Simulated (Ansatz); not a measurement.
**NaVSe3 (model cell, started as cubic perovskite with V in the octahedra): following an unstable mode**

Aim: this structure of NaVSe3 (model cell, started as cubic perovskite with V in the octahedra) is to be tested for unstable modes, and one is followed downhill.

Calculated with Ansatz 0.2.0; DFT PBE, scalar-relativistic, plane waves, PAW; PAW set soft_1.

The structure was built from a prototype and need not be the compound's stable phase.

## Step 1: The starting structure

The structure is cubic, space group Pm-3m (No. 221). Conventional cell: a = 4.893 Å, b = 4.893 Å, c = 4.893 Å, α = 90.00°, β = 90.00°, γ = 90.00°. Na has 12 Se at 3.46 Å nearest. Nearest to V lie 6 Se at 2.45 Å. Nearest to Se lie 2 V at 2.45 Å and 4 Na at 3.46 Å. Farther neighbours and most contacts between anions are not listed.

## Step 2: Phonons on a q mesh

The cell comes from relaxations at this level that are not shown. Stability and thermal properties need the whole zone. Linear response on a 2×2×2 q mesh gives force constants as far as a supercell of that size would.

The input, input.yaml:

```yaml
crystal:
  lattice:
    - [4.8932201373, 0.0, 0.0]
    - [0.0, 4.8932201373, 0.0]
    - [0.0, 0.0, 4.8932201373]
  atoms:
    - { symbol: Na, position: [0.0, 0.0, 0.0] }
    - { symbol: V, position: [0.5, 0.5, 0.5] }
    - { symbol: Se, position: [0.5, 0.5, 0.0] }
    - { symbol: Se, position: [0.5, 0.0, 0.5] }
    - { symbol: Se, position: [0.0, 0.5, 0.5] }
kpoints:
  mp_grid: { grid: [8, 8, 8] }
hamiltonian:
  xc: pbe
  pseudopotentials: { kind: paw, azcp: { folder: soft_1 } }
scf:
  occupations: { method: methfessel_paxton, width: 0.2 }
output:
  eigenvalues: true
phonons:
  method: dfpt
  qmesh: [2, 2, 2]
  temperatures: { t_max: 1000, t_step: 50 }
  qpath:
    path:
      - [[0.0, 0.0, 0.0], [0.0, 0.5, 0.0], [0.5, 0.5, 0.0], [0.0, 0.0, 0.0], [0.5, 0.5, 0.5], [0.0, 0.5, 0.0]]
      - [[0.5, 0.5, 0.5], [0.5, 0.5, 0.0]]
    npoints: 10
```

Launch:

```console
$ ansatz run input.yaml --threads 4 --pin off --max-ram 16384MiB --backend cpu --events-out ev --progress --plain --runs-dir out
```

Numbers of over 12 decimals in the logs are rounded to 6 here.

Output:

```text
Engine: ansatz 0.2.0, aarch64-unknown-linux-gnu
Pseudopotentials: kind: paw
Pseudopotential: Na, paw, valence charge 9, recommended cutoff 420 eV (normal), soft_1/Na.paw.azcp
Pseudopotential: V, paw, valence charge 13, recommended cutoff 420 eV (normal), soft_1/V.paw.azcp
Pseudopotential: Se, paw, valence charge 16, recommended cutoff 420 eV (normal), soft_1/Se.paw.azcp
Functional definition: PBE
  parameter kappa = 0.804
  parameter beta = 0.066725
  exchange = pbe_x(kappa = kappa, mu = beta*pi^2/3)
  correlation = pbe_c(beta = beta)
Crystal: 5 atoms, lattice volume = 117.161 Å³
Basis set: ecut = 420 eV, 2301 PW (Γ), exchange–correlation on 72×72×72 points (8 copies of the dense FFT grid, shifted against one another)
Bands: 42, of which v1, the nominal top of the filled ones, is band 35 counted from 1 (34 counted from 0)
Symmetry: 48 space group operations
k-points: 35 of 512
Non-local potential: Na, projectors of the file, l = 0: 3, l = 1: 2, l = 2: 1
Non-local potential: V, projectors of the file, l = 0: 3, l = 1: 2, l = 2: 3, l = 3: 1
Non-local potential: Se, projectors of the file, l = 0: 2, l = 1: 2, l = 2: 3, l = 3: 1
PAW form: soft (Blöchl's): semilocal exchange-correlation on the pseudo side does not see the compensation charge
PAW one-centre angular grid: Na, 110 points (default); XC on 64 Gauss nodes
PAW one-centre angular grid: V, 590 points (default); XC on 64 Gauss nodes
PAW one-centre angular grid: Se, 590 points (default); XC on 64 Gauss nodes
Initial density: superposition of atomic densities (chi_scale 0.1, normalization cell, long waves kept (reshape's long-wave potential 0.00 eV rms))
Initial wavefunctions: pseudopotential atomic-orbital guess
Functional: x = pbe(κ = 0.804, μ = 0.219515), c = pbe(β = 0.066725)
SCF iter   1: F=—  HF=-20814.864335 eV  |F-HF|=—  |Δ(HF+E_count)|=         —  Δρ=2.52e-1  dr2=1.22e2  ethr=3.10e-3  ⟨swp⟩=5.6  Hψ=5065  notcnv=0
preconditioner: auto → LDOS  [metal: Δε(μ)=0.051 eV  Ē_g=7.100 eV  σ=0.200 eV  W_gap=0.21  n_scr=26 (ndim 8)  ℏωp=16.8 eV  f_vac=0.015  D(μ)=7.84/eV (n_scr^D=80)  β→1.0]
SCF iter   2: F=—  HF=-20809.353087 eV  |F-HF|=—  |Δ(HF+E_count)|=    5.51e0  S|Δr|=    0.00e0  Δρ=7.89e-2  dr2=1.17e1  ethr=3.10e-3  ⟨swp⟩=3.8  Hψ=3394  notcnv=0  defer=11
SCF iter   3: F=—  HF=-20808.874646 eV  |F-HF|=—  |Δ(HF+E_count)|=   4.78e-1  S|Δr|=    0.00e0  Δρ=3.47e-2  dr2=5.71e-1  ethr=3.10e-3  ⟨swp⟩=3.1  Hψ=3160  notcnv=0  defer=9
SCF iter   4: F=—  HF=-20808.465443 eV  |F-HF|=—  |Δ(HF+E_count)|=   4.09e-1  S|Δr|=    0.00e0  Δρ=4.24e-3  dr2=2.44e-2  ethr=8.16e-4  ⟨swp⟩=2.6  Hψ=3104  notcnv=0
SCF iter   5: F=—  HF=-20808.468216 eV  |F-HF|=—  |Δ(HF+E_count)|=   2.77e-3  S|Δr|=    0.00e0  Δρ=1.55e-3  dr2=2.75e-3  ethr=3.49e-5  ⟨swp⟩=2.0  Hψ=1980  notcnv=0
SCF iter   6: F=—  HF=-20808.468287 eV  |F-HF|=—  |Δ(HF+E_count)|=   7.06e-5  S|Δr|=    0.00e0  Δρ=3.56e-4  dr2=1.65e-4  ethr=3.93e-6  ⟨swp⟩=2.1  Hψ=2250  notcnv=0
SCF iter   7: F=—  HF=-20808.468323 eV  |F-HF|=—  |Δ(HF+E_count)|=   3.59e-5  S|Δr|=    0.00e0  Δρ=1.53e-4  dr2=3.24e-5  ethr=2.36e-7  ⟨swp⟩=2.3  Hψ=2643  notcnv=0
SCF iter   8: F=—  HF=-20808.468328 eV  |F-HF|=—  |Δ(HF+E_count)|=   5.32e-6  S|Δr|=    0.00e0  Δρ=2.14e-5  dr2=3.10e-7  ethr=4.63e-8  ⟨swp⟩=1.6  Hψ=1710  notcnv=0
SCF iter   9: F=—  HF=-20808.468330 eV  |F-HF|=—  |Δ(HF+E_count)|=   1.59e-6  S|Δr|=    0.00e0  Δρ=5.56e-6  dr2=3.13e-8  ethr=4.43e-10  ⟨swp⟩=2.0  Hψ=2743  notcnv=0
SCF iter  10: F=—  HF=-20808.468330 eV  |F-HF|=—  |Δ(HF+E_count)|=   2.06e-8  S|Δr|=    0.00e0  Δρ=1.29e-6  dr2=2.62e-9  ethr=4.47e-11  ⟨swp⟩=2.0  Hψ=1759  notcnv=0
SCF iter  11: F=-20808.468330 eV  HF=-20808.468330 eV  |F-HF|=0.00e0  |Δ(HF+E_count)|=  4.69e-10  S|Δr|=    0.00e0  Δρ=6.58e-8  dr2=8.92e-12  ethr=1.00e-12  ⟨swp⟩=4.9  Hψ=6788  notcnv=0
the search or the solves at the SCF's close seem to have found levels that the self-consistency loop had missed (the run counts 1). By its estimate they hold under 1e-12 electrons; where the run keeps them, the occupations were computed again with them
SCF 1 converged in 11 iterations: F = -20808.468330 eV  dr2 = 8.92e-12
  greatest PAW one-centre occupation: 1.000 electrons in one spin orbital (limit 2), on the Se atom at site 2 (counted from 0), in its partial waves of l = 2
Initial density: read from a saved state, or passed on in memory by an earlier SCF of this step, an earlier step, the calling program or the single point that the run made first
iter 1 solved again at ethr=2.43e-7 eV; its pass at ethr=3.10e-3 eV (dr2=1.70e-4 eV) is discarded
SCF iter   1: F=—  HF=-20808.468330 eV  |F-HF|=—  |Δ(HF+E_count)|=         —  Δρ=5.24e-7  dr2=2.29e-10  ethr=2.43e-7  ⟨swp⟩=3.0  Hψ=8395  notcnv=0
eigensolver tolerance schedule: the retry pair's looser diagonalisation over-reported the residual by 740783.21 of it (diagonalisation noise at an unbounded share of the residual, at the tolerance the schedule requests for it); recorded, not acted on — ethr = c·dr2/N_el stays at c = 1.0e-1
preconditioner: auto → LDOS  [metal: Δε(μ)=0.071 eV  Ē_g=7.438 eV  σ=0.200 eV  W_gap=0.30  n_scr=26 (ndim 8)  ℏωp=16.8 eV  f_vac=0.118  D(μ)=3.39/eV (n_scr^D=26)  β→1.0]
SCF iter   2: F=—  HF=-20808.468330 eV  |F-HF|=—  |Δ(HF+E_count)|=   1.15e-7  S|Δr|=    0.00e0  Δρ=7.12e-7  dr2=5.36e-10  ethr=1.00e-12  ⟨swp⟩=3.9  Hψ=4372  notcnv=0
SCF iter   3: F=—  HF=-20808.468330 eV  |F-HF|=—  |Δ(HF+E_count)|=  1.42e-10  S|Δr|=    0.00e0  Δρ=2.86e-7  dr2=6.17e-11  ethr=1.00e-12  ⟨swp⟩=2.5  Hψ=2642  notcnv=0
SCF iter   4: F=—  HF=-20808.468330 eV  |F-HF|=—  |Δ(HF+E_count)|=  7.28e-12  S|Δr|=    0.00e0  Δρ=2.05e-7  dr2=3.37e-11  ethr=1.00e-12  ⟨swp⟩=1.0  Hψ=1470  notcnv=0
SCF iter   5: F=—  HF=-20808.468330 eV  |F-HF|=—  |Δ(HF+E_count)|=  7.28e-12  S|Δr|=    0.00e0  Δρ=1.53e-7  dr2=1.90e-11  ethr=1.00e-12  ⟨swp⟩=1.0  Hψ=1470  notcnv=0
SCF iter   6: F=-20808.468330 eV  HF=-20808.468330 eV  |F-HF|=0.00e0  |Δ(HF+E_count)|=  3.64e-12  S|Δr|=    0.00e0  Δρ=1.62e-8  dr2=2.90e-13  ethr=1.00e-12  ⟨swp⟩=2.0  Hψ=4156  notcnv=0
SCF 2 converged in 6 iterations: F = -20808.468330 eV  dr2 = 2.90e-13
phonons: the bands overlap, so this run is a metal and interpolates without the dipole-dipole term. If the crystal is really an insulator or semiconductor, its LO-TO splitting is missing
NSCF: frozen V_eff on 35 k-points
WARN: eigensolver did not converge (k=5): 1 band(s) unlocked after 20 sweeps at ethr=1.09e-12 eV (storage-precision floor; scheduled 1.00e-12 eV) (lowest unlocked band 41, counted from 0; max residual 3.06e-5 eV among the unlocked bands, 3.06e-5 eV over every band; other slots of this pass that fall short are told together in one closing line; warning suppressed until the next SCF loop or pass starts)
WARN: eigensolver did not converge in 5 slots of this pass, the one above among them; of largest residual over every band (k=9): 1 band(s) unlocked (lowest unlocked band 41, counted from 0; max residual 3.07e-3 eV among the unlocked bands, 3.07e-3 eV over every band); of lowest unlocked band (k=5): band 41
NSCF: frozen V_eff on 125 k-points
DFPT response loops at q = (0, 0, 0) (fractional): preconditioner auto → Kerker (q_TF=auto, 2.504 Å⁻¹) (partly filled bands, converged f_vac=0.118); β = 1.00, the filter's whole step (`scf.mixing.beta` (0.50) is not read by the response loops under this deck's `scf.mixing.preconditioner`; to damp them name `kerker` or `kerker_dos`, under which they read `scf.mixing.beta`, and type it under 1.00, their step now; both keys bind the ground state too); Broyden in place of MSR1
NSCF: frozen V_eff on 250 k-points
DFPT response loops at q = (0, 0, -0.5) (fractional): mixed as the last ones told, above
NSCF: frozen V_eff on 250 k-points
DFPT response loops at q = (0, -0.5, -0.5) (fractional): mixed as the last ones told, above
NSCF: frozen V_eff on 250 k-points
DFPT response loops at q = (-0.5, -0.5, -0.5) (fractional): mixed as the last ones told, above
SCF converged after 11 iterations
Stability not checked: this state was not tested for a lower state beside it, because cold or Methfessel-Paxton smearing, or corrected tetrahedra, fill the levels in a way that the test cannot read (fill_not_monotonic; see scf.lower_state_search)
Free energy (F): -20808.468330 eV
Harris-Foulkes:  -20808.468330 eV  (|F-HF|=0.00e0)
Internal energy: -20808.476472 eV  (E = F + TS)
E sigma→0 (E₀):  -20808.470365 eV
Entropy (-TS):   0.008142 eV (1.628 meV/atom)
Fermi energy:    7.350190 eV
--- Per-component energies (eV) ---
  E_band       = -1653.597229
  E_kinetic    = 740.245468
  E_local      = -11388.431623  (includes V_loc(G=0)·N_el)
  E_nonlocal   = -704.248963
  E_hartree    = 5518.967988
  E_xc         = -406.914974
  E_vxc        = -463.628822  (∫ρ·V_xc dr)
  E_paw        = -7808.839094  (= ΣΔE_a)
  E_vpaw       = -875.469159  (= ΣTr[D̂ρ^β])
  E_aug_tail   = 0.000081  (compensation charges beyond the density's cutoff)
  E_ewald      = -6759.255354
  E_smearing   = 0.008142  (= −TS)
  E_closure    = 0.000000  (closes the sum)
  Σ components = -20808.468330   (vs F -20808.468330, Δ=0.00e0)
--- Band table (eV; the first three rows and the last of 35) ---
  k-point 0: bands = [... 31 lower, 6.2427, 6.4745, 6.4745, 6.4745, 7.0754, 7.0754, 7.0754, 7.5632, ... 3 higher]
  k-point 1: bands = [... 31 lower, 6.1419, 6.3657, 6.4783, 6.6949, 6.6949, 7.3090, 7.3090, 7.5671, ... 3 higher]
  k-point 2: bands = [... 31 lower, 5.4726, 5.9198, 6.4875, 6.7701, 6.7701, 7.5740, 7.7415, 7.7415, ... 3 higher]
  k-point 34: bands = [... 31 lower, 3.5383, 7.8302, 7.8302, 7.8302, 8.0036, 8.0036, 8.0036, 9.4839, ... 3 higher]
--- Phonons (Γ-DFPT): 4 representative perturbations + reference (Σ response iterations 12) ---
  ASR residual: 5.461e-5 → 0.000e0 eV/Å²; symmetrization residual: 8.115e-6 eV/Å²
  ASR residual per site (eV/Å²): 2.63e-5 5.46e-5 5.90e-6 5.90e-6 5.90e-6
  Γ frequencies (cm⁻¹): -132.75 -132.75 -132.75 0.00 0.00 0.00 28.28 28.28 28.28 36.52 36.52 36.52 200.15 200.15 200.15
--- Phonons (arbitrary-q DFPT): 4 irreducible q on the 2×2×2 mesh ---
  q = [0.0000, 0.0000, 0.0000] (star 1, of the zone-centre solve; hermiticity 1.96e-6, symmetrization 1.64e-11): -132.75 -132.75 -132.75 -0.00 0.00 0.00 28.28 28.28 28.28 36.52 36.52 36.52 200.15 200.15 200.15
  q = [0.0000, 0.0000, -0.5000] (star 3, 9 solved perturbations in 975 linear systems a pass and spin channel, the states on 125 of 512 k-point pairs; hermiticity 6.53e-7, symmetrization 1.32e-11): -122.59 -122.59 4.34 4.34 37.18 37.18 46.65 50.24 52.27 84.75 84.75 124.93 190.22 190.22 206.31
  q = [0.0000, -0.5000, -0.5000] (star 3, 9 solved perturbations in 975 linear systems a pass and spin channel, the states on 125 of 512 k-point pairs; hermiticity 8.74e-7, symmetrization 3.52e-11): -114.06 -48.67 -46.34 -46.34 36.92 50.50 50.50 65.85 83.22 83.22 125.87 125.87 127.66 178.75 230.17
  q = [-0.5000, -0.5000, -0.5000] (star 1, 4 solved perturbations in 350 linear systems a pass and spin channel, the states on 125 of 512 k-point pairs; hermiticity 2.51e-7, symmetrization 4.59e-11): -91.22 -91.22 -49.22 -49.22 -49.22 40.80 40.80 40.80 87.91 87.91 87.91 126.83 126.83 126.83 251.65
  sum rule: each row above includes the acoustic sum rule's correction from the zone centre's row sums; it moved no ω² by more than (0.56 cm⁻¹)²
  mesh force constants: q→R imaginary residual 3.42e-18; ASR residual 5.461e-5 → 0.000e0 eV/Å²; symmetrization residual 1.243e-14 eV/Å²
  interpolated dispersion: 62 rows × 15 modes
  density of states and harmonic sums: on the 14×14×14 q-mesh, interpolated from the force constants of a 2×2×2 supercell (no non-analytic term)
  largest difference from the sums on the solved wave vectors: F 2.92e-1 eV, S 3.70e-4 and C_V 7.78e-5 eV/K
  zero-point energy: 0.064250 eV/cell   skipped modes (ω ≤ 0): 535, of them read as no rigid motion or as one in doubt: 532 (4.528e0 modes/cell left out, lowest -132.75 cm⁻¹)   left out of the sums: 3.02e-1 of the cell's modes: C_V's classical limit lies that fraction below 3 k_B per atom; for a crystal, a wire or a layer, F and S can be off by more, and a phonons.interpolated_qmesh denser along its periods is the remedy for the sampling
```

Run time: 8.6 min. Hardware: 4 threads of Arm Neoverse V1, shared host; peak memory 1.8 GiB; 34 min of CPU time.

The column dr2 measures how far the density is from self-consistency, as an energy; F and HF (Harris–Foulkes) agree once it is small.

This run has no spin polarisation, although V can carry a moment.

Numbers from this step:

| Item | Value |
| --- | --- |
| volume per atom | 23.43 Å³ |
| gap on the k-mesh | 0 eV |
| sum-rule residual before enforcement | 5.46e-5 eV/Å² |
| lowest frequency on the path | -132.8 cm⁻¹ |
| point group | m-3m |
| highest frequency on the path or at a solved wavevector | 251.7 cm⁻¹ |
| highest optical mode at the zone centre (no LO-TO term) | 200.2 cm⁻¹ |
| lowest optical zone-centre mode | -132.8 cm⁻¹ |
| lowest mode on the q mesh (acoustic modes at Γ apart) | -132.8 cm⁻¹ |

Frequencies (cm⁻¹) solved at each irreducible wavevector; negative means imaginary. Frequencies by wavevector, by row:

| q in reciprocal lattice units | star | mode 1 | mode 2 | mode 3 | mode 4 | mode 13 | mode 14 | mode 15 |
| --- | --- | --- | --- | --- | --- | --- | --- | --- |
| 0 0 0 | 1 | -132.8 | -132.8 | -132.8 | 0 | 200.2 | 200.2 | 200.2 |
| 0 0 -0.5 | 3 | -122.6 | -122.6 | 4.3 | 4.3 | 190.2 | 190.2 | 206.3 |
| 0 -0.5 -0.5 | 3 | -114.1 | -48.7 | -46.3 | -46.3 | 127.7 | 178.8 | 230.2 |
| -0.5 -0.5 -0.5 | 1 | -91.2 | -91.2 | -49.2 | -49.2 | 126.8 | 126.8 | 251.7 |

Interpolated from a 2×2×2 q mesh. Phonon branches along the path, in cm⁻¹:

| point | branch 1 | branch 2 | branch 3 | branch 4 | branch 12 | branch 13 | branch 14 | branch 15 |
| --- | --- | --- | --- | --- | --- | --- | --- | --- |
| Γ | -133 | -133 | -133 | 0 | 36 | 200 | 200 | 200 |
| halfway | -127 | -127 | -76 | 10 | 79 | 196 | 196 | 203 |
| X | -123 | -123 | 4 | 4 | 125 | 190 | 190 | 206 |
| halfway | -117 | -79 | -31 | -20 | 126 | 142 | 185 | 225 |
| M | -114 | -49 | -46 | -46 | 126 | 128 | 179 | 230 |
| halfway | -121 | -78 | -74 | -28 | 100 | 167 | 191 | 219 |
| Γ | -133 | -133 | -133 | 0 | 36 | 200 | 200 | 200 |
| halfway | -73 | -73 | -73 | -33 | 105 | 156 | 156 | 235 |
| R | -91 | -91 | -49 | -49 | 127 | 127 | 127 | 252 |
| halfway | -78 | -70 | -36 | -35 | 124 | 124 | 140 | 242 |
| X | -123 | -123 | 4 | 4 | 125 | 190 | 190 | 206 |
| jump to R | -91 | -91 | -49 | -49 | 127 | 127 | 127 | 252 |
| halfway | -76 | -49 | -45 | -36 | 119 | 119 | 127 | 247 |
| M | -114 | -49 | -46 | -46 | 126 | 128 | 179 | 230 |

Symmetry leaves 4 wavevectors to solve. The lowest mode among them, the acoustic zeros apart, lies at Γ and is imaginary, 132.8i cm⁻¹, so the energy falls along it.

## Step 3: The mode frozen in, largest atomic shift 0 Å

The mode followed lies at Γ with frequency 132.8i cm⁻¹ and is 3-fold degenerate, the softest among the wavevectors solved. At small amplitude the distorted cell has space group no. 160 by a symmetry search on the positions. The undistorted cell that holds it gives the zero of energy on the same k mesh.

input.yaml, the sections that differ from step 2:

```yaml
output:
  forces: true
  stress: true
  eigenvalues: true
# crystal, kpoints, hamiltonian, scf: as in step 2
# phonons: removed
```

Output:

```text
[...]
Crystal: 5 atoms, lattice volume = 117.161 Å³
Basis set: ecut = 420 eV, 2301 PW (Γ), exchange–correlation on 72×72×72 points (8 copies of the dense FFT grid, shifted against one another)
Bands: 42, of which v1, the nominal top of the filled ones, is band 35 counted from 1 (34 counted from 0)
Symmetry: 48 space group operations
[...]
k-points: 35 of 512
[...]
k-point 0: bands = [... 31 lower, 6.2427, 6.4745, 6.4745, 6.4745, 7.0754, 7.0754, 7.0754, 7.5633, ... 3 higher]
  k-point 1: bands = [... 31 lower, 6.1419, 6.3658, 6.4783, 6.6949, 6.6949, 7.3090, 7.3090, 7.5672, ... 3 higher]
  k-point 2: bands = [... 31 lower, 5.4726, 5.9199, 6.4876, 6.7701, 6.7701, 7.5741, 7.7415, 7.7415, ... 3 higher]
  k-point 34: bands = [... 31 lower, 3.5384, 7.8302, 7.8302, 7.8302, 8.0037, 8.0037, 8.0037, 9.4839, ... 3 higher]
[key lines of the parts left out:]
SCF converged after 9 iterations
Free energy (F): -20808.468330 eV
Fermi energy:    7.350207 eV
P = ⅓ Tr σ = -0.0047 GPa (-0.047 kbar)
```

Run time: 3.6 s. Hardware: 4 threads; peak memory 0.51 GiB.

Numbers from this step:

| Item | Value |
| --- | --- |
| pressure | -0.004715 GPa |
| energy from the undistorted cell | 0 meV/atom |

The run ends at a pressure of 0.00 GPa.

## Step 4: The mode frozen in, largest atomic shift 0.45 Å

The atoms are moved along the unstable eigenvector, the largest shift by 0.45 Å, with the cell fixed.

input.yaml, the sections that differ from step 3:

```yaml
crystal:
  lattice:
    - [4.8932201373, 0.0, 0.0]
    - [0.0, 4.8932201373, 0.0]
    - [0.0, 0.0, 4.8932201373]
  atoms:
    - { symbol: Na, position: [0.0007384228, -0.0007384228, -0.0007384228] }
    - { symbol: V, position: [0.4469045713, 0.5530954287, 0.5530954287] }
    - { symbol: Se, position: [0.5183051626, 0.4816948374, 0.0025752412] }
    - { symbol: Se, position: [0.5183051626, 0.0025752412, 0.4816948374] }
    - { symbol: Se, position: [-0.0025752412, 0.4816948374, 0.4816948374] }
# kpoints, hamiltonian, scf, output: as in step 3
```

Output:

```text
[...]
Crystal: 5 atoms, lattice volume = 117.161 Å³
Basis set: ecut = 420 eV, 2301 PW (Γ), exchange–correlation on 72×72×72 points (8 copies of the dense FFT grid, shifted against one another)
Bands: 42, of which v1, the nominal top of the filled ones, is band 35 counted from 1 (34 counted from 0)
Symmetry: 6 space group operations
[...]
k-points: 65 of 512 (time reversal used)
[...]
k-point 0: bands = [... 31 lower, 5.6370, 5.8111, 5.8111, 6.2746, 7.9942, 7.9942, 8.4217, 8.8787, ... 3 higher]
  k-point 1: bands = [... 31 lower, 5.5222, 5.7140, 5.9221, 6.2587, 7.6978, 8.0758, 8.3464, 8.8744, ... 3 higher]
  k-point 2: bands = [... 31 lower, 5.4393, 5.5046, 5.7419, 6.2301, 7.5211, 8.2649, 8.3697, 8.8496, ... 3 higher]
  k-point 64: bands = [... 31 lower, 4.0778, 7.4902, 7.7518, 7.7518, 7.8335, 7.9358, 7.9358, 9.6859, ... 3 higher]
[key lines of the parts left out:]
SCF converged after 13 iterations
Free energy (F): -20808.681323 eV
Fermi energy:    7.504607 eV
P = ⅓ Tr σ = 2.3909 GPa (23.909 kbar)
```

Elapsed: 14 s, on 4 threads; peak memory 0.54 GiB.

Numbers from this step:

- pressure: 2.391 GPa
- energy from the undistorted cell: -42.89 meV/atom

The energy, extrapolated to zero smearing, is -42.89 meV/atom against the undistorted cell.

The run ends at a pressure of 2.39 GPa, with forces up to 0.40 eV/Å.

## Step 5: Energy along the mode, all amplitudes (two of the runs are shown above)

An imaginary frequency means negative curvature, so the energy should fall and then rise again as anharmonic terms take over.

Numbers from this step:

* depth at the lowest point sampled: 42.89 meV/atom
* largest atomic shift at that point: 0.45 Å

Table of energy from the parent by largest atomic shift:

| largest atomic shift (Å) | energy from the parent (meV/atom) |
| --- | --- |
| 0.000 | 0 |
| 0.040 | -0.654 |
| 0.080 | -2.27 |
| 0.140 | -5.53 |
| 0.220 | -12.3 |
| 0.320 | -27.4 |
| 0.450 | -42.9 |
| 0.600 | -25.7 |

Displacement at unit largest shift by atom:

| atom | x (Å) | y (Å) | z (Å) | size |
| --- | --- | --- | --- | --- |
| Na1 | 0.008 | -0.008 | -0.008 | 0.014 |
| V2 | -0.577 | 0.577 | 0.577 | 0.999 |
| Se3 | 0.199 | -0.199 | 0.028 | 0.283 |
| Se4 | 0.199 | 0.028 | -0.199 | 0.283 |
| Se5 | -0.028 | -0.199 | -0.199 | 0.283 |

The lowest of the steps tried is at 0.45 Å, 42.9 meV/atom below the parent; the bottom of the well need not coincide with a step.

(Part 1 of 2 ends here.)

[Logs are printed without paths, hosts, clocks, repeated set-up lines and the standing remarks that a program may print on its own settings, such as how far it seeks lower states.]

[Hosts, paths, dates, database ids (printed as entryN), source tags and the programs' standing remarks are cut or masked in the printed files.]
